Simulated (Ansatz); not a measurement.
# Compressing and expanding AlN/GaN superlattice along [0001] (80 atoms): runs compared

Aim: relax AlN/GaN superlattice along [0001] (80 atoms), then change its volume to read the bulk modulus from the stress.

Computed with Ansatz 0.2.0: Kohn-Sham DFT, LDA, PAW (set soft_1), plane waves.

### 1. The cell as built

The cell holds 80 atoms: 32 Al, 40 N and 8 Ga. Its edges and angles: a = 6.224 Å, b = 6.224 Å, c = 25.177 Å, α = 90.0°, β = 90.0°, γ = 120.0°. It derives from AlN and GaN. Wurtzite lattice with in-plane constant 3.112 Å; 4 periods of AlN and 1 of GaN along [0001], 2 x 2 in-plane cells; the two parts stretched along z by 1.0 and 1.0536; no plane holds both Al and Ga; every coordinate displaced by a Gaussian of 0.02 Å. Regions: AlN, 64 atoms (32 Al and 32 N); GaN, 16 atoms (8 Ga and 8 N).

Limits known from the start: The cell is under 6 Å thick along two periodic directions, so every atom has periodic images of itself close by, which move with it and show among its neighbours and in g(r).

### 2. The reference run

The reference is a single point at the end of the relaxation.

Every strained cell starts from the geometry of this run, and its atoms are relaxed with the cell held.

Its input, with most atom lines left out:

```yaml
crystal:
  lattice:
    - [6.20244, 1.0e-05, 1.0e-05]
    - [-3.10121, 5.37145, 0.0]
    - [2.0e-05, -1.0e-05, 24.92562]
  atoms:
    - { symbol: Al, position: [0.9989, 0.99935, 0.99928] }
    - { symbol: "N", position: [0.16557, 0.33269, 0.02257] }
    - { symbol: Al, position: [0.16557, 0.33268, 0.09822] }
    - { symbol: "N", position: [0.9989, 0.99935, 0.12159] }
    - { symbol: Al, position: [0.9989, 0.99935, 0.19724] }
    - { symbol: "N", position: [0.16557, 0.33269, 0.22061] }
    - { symbol: Al, position: [0.16557, 0.33269, 0.29626] }
    [... atom lines 8 to 80 left out ...]
kpoints:
  mp_grid: { grid: [3, 3, 1] }
hamiltonian:
  xc: lda
  pseudopotentials: { kind: paw, azcp: { folder: soft_1 }, xc_functional: pbe }
scf:
  occupations: { method: fermi_dirac, width: 0.05 }
output:
  forces: true
  stress: true
  populations: true
  dos:
    method: { smearing: { sigma: 0.1 } }
    de: 0.1
    projected:
      site_lists:
        Al: [Al]
        Ga: [Ga]
        "N": ["N"]
        AlN: [0, 1, 2, 3, 4, 5, 6, 7, 8, 9, 10, 11, 12, 13, 14, 15, 20, 21, 22, 23, 24, 25, 26, 27, 28, 29, 30, 31, 32, 33, 34, 35, 40, 41, 42, 43, 44, 45, 46, 47, 48, 49, 50, 51, 52, 53, 54, 55, 60, 61, 62, 63, 64, 65, 66, 67, 68, 69, 70, 71, 72, 73, 74, 75]
        GaN: [16, 17, 18, 19, 36, 37, 38, 39, 56, 57, 58, 59, 76, 77, 78, 79]
  eigenvalues: true
  write_density: true
  write_potential: true
  volumetric_format: npy
  elf: true
```

```
free energy per atom   : -764.1486 eV/atom
r.m.s. force component : 0.00094 eV/Å
pressure               : 9.10e-6 GPa
```

Filled and empty levels are parted by 3.23 eV on the run's k-points; the mesh holds the band edges only if they fold onto it, so the gap at this level can be narrower or closed, while local or semilocal functionals tend to narrow gaps against experiment.

### 3. The runs

Each row is one run, on 8 threads of Arm Neoverse V2, shared host. The free energy is the program's total, comparable only between runs with the same functional, potentials and atoms.

| run | atoms | outcome | ionic steps, all passes | free energy (eV) | time | host memory (GiB) |
| --- | --- | --- | --- | --- | --- | --- |
| Single point at the start | 80 | converged | - | -61130.300 | 25 s | 4.9 |
| Cell and atoms relaxed | 80 | converged | 8 | -61131.885 | 2.8 min | 4.9 |
| Single point at the relaxed geometry | 80 | converged | - | -61131.885 | 33 s | 4.0 |
| Volume -3 % | 80 | converged | 2 | -61131.372 | 36 s | 4.0 |
| Volume +3 % | 80 | converged | 2 | -61131.421 | 39 s | 4.1 |
| Volume -6 % | 80 | converged | 2 | -61129.720 | 38 s | 3.9 |
| Volume +6 % | 80 | converged | 2 | -61130.114 | 43 s | 4.2 |
| Volume -10 % | 80 | converged | 3 | -61125.425 | 53 s | 3.7 |

In some runs the program notes that the atoms just miss a symmetry operation, positions were snapped to a detected symmetry and the SCF threshold is loose for the stress. Further notices: symmetry narrowed to a group; near symmetry operations not taken; symmetry narrowed by lattice.

### 4. Pressure against volume

Atoms are relaxed at each volume, in the scaled cell.

| volume change (%) | volume (Å³/atom) | energy change (meV/atom) | pressure (GPa) | largest move on relaxing (Å) | bonds | gap (eV) |
| --- | --- | --- | --- | --- | --- | --- |
| -10 | 9.342 | 80.75 | 27.17 | 0.01 | 160 | 3.84 |
| -6 | 9.757 | 27.06 | 14.67 | 0.00 | 160 | 3.62 |
| -3 | 10.069 | 6.41 | 6.80 | 0.00 | 160 | 3.44 |
| +0 | 10.380 | 0.00 | 0.00 | - | 160 | 3.23 |
| +3 | 10.692 | 5.79 | -5.85 | 0.00 | 160 | 3.03 |
| +6 | 11.003 | 22.14 | -10.87 | 0.00 | 160 | 2.86 |

### 5. What came out

The bulk modulus, from the slope of pressure against ln V over the three points nearest the relaxed volume, is 211 GPa; a quadratic over all points gives a pressure derivative of about 4.2. The gap goes from 3.84 eV at the smallest volume to 2.86 eV at the largest, -6.1 eV per unit of ln V by a straight line, on the run's k-points.

**Limits.** Strains are finite and relaxations stop at the force tolerance of the input, which can leave moduli too stiff; they are those of a static cell at zero temperature. Volumes are changed with the cell's shape held, so in an anisotropic solid the modulus lies over the one under free hydrostatic load. The program notes that the SCF threshold of the relaxations is loose for the stress. The host structure and its lattice constant were typed by rule, without a check against the phase diagram.

The DFT runs together took 7.2 min of wall time.

[Logs are printed without paths, hosts, clocks, repeated set-up lines and the standing remarks that a program may print on its own settings, such as how far it seeks lower states.]

[Hosts, paths, dates, database ids (printed as entryN), source tags and the programs' standing remarks are cut or masked in the printed files.]
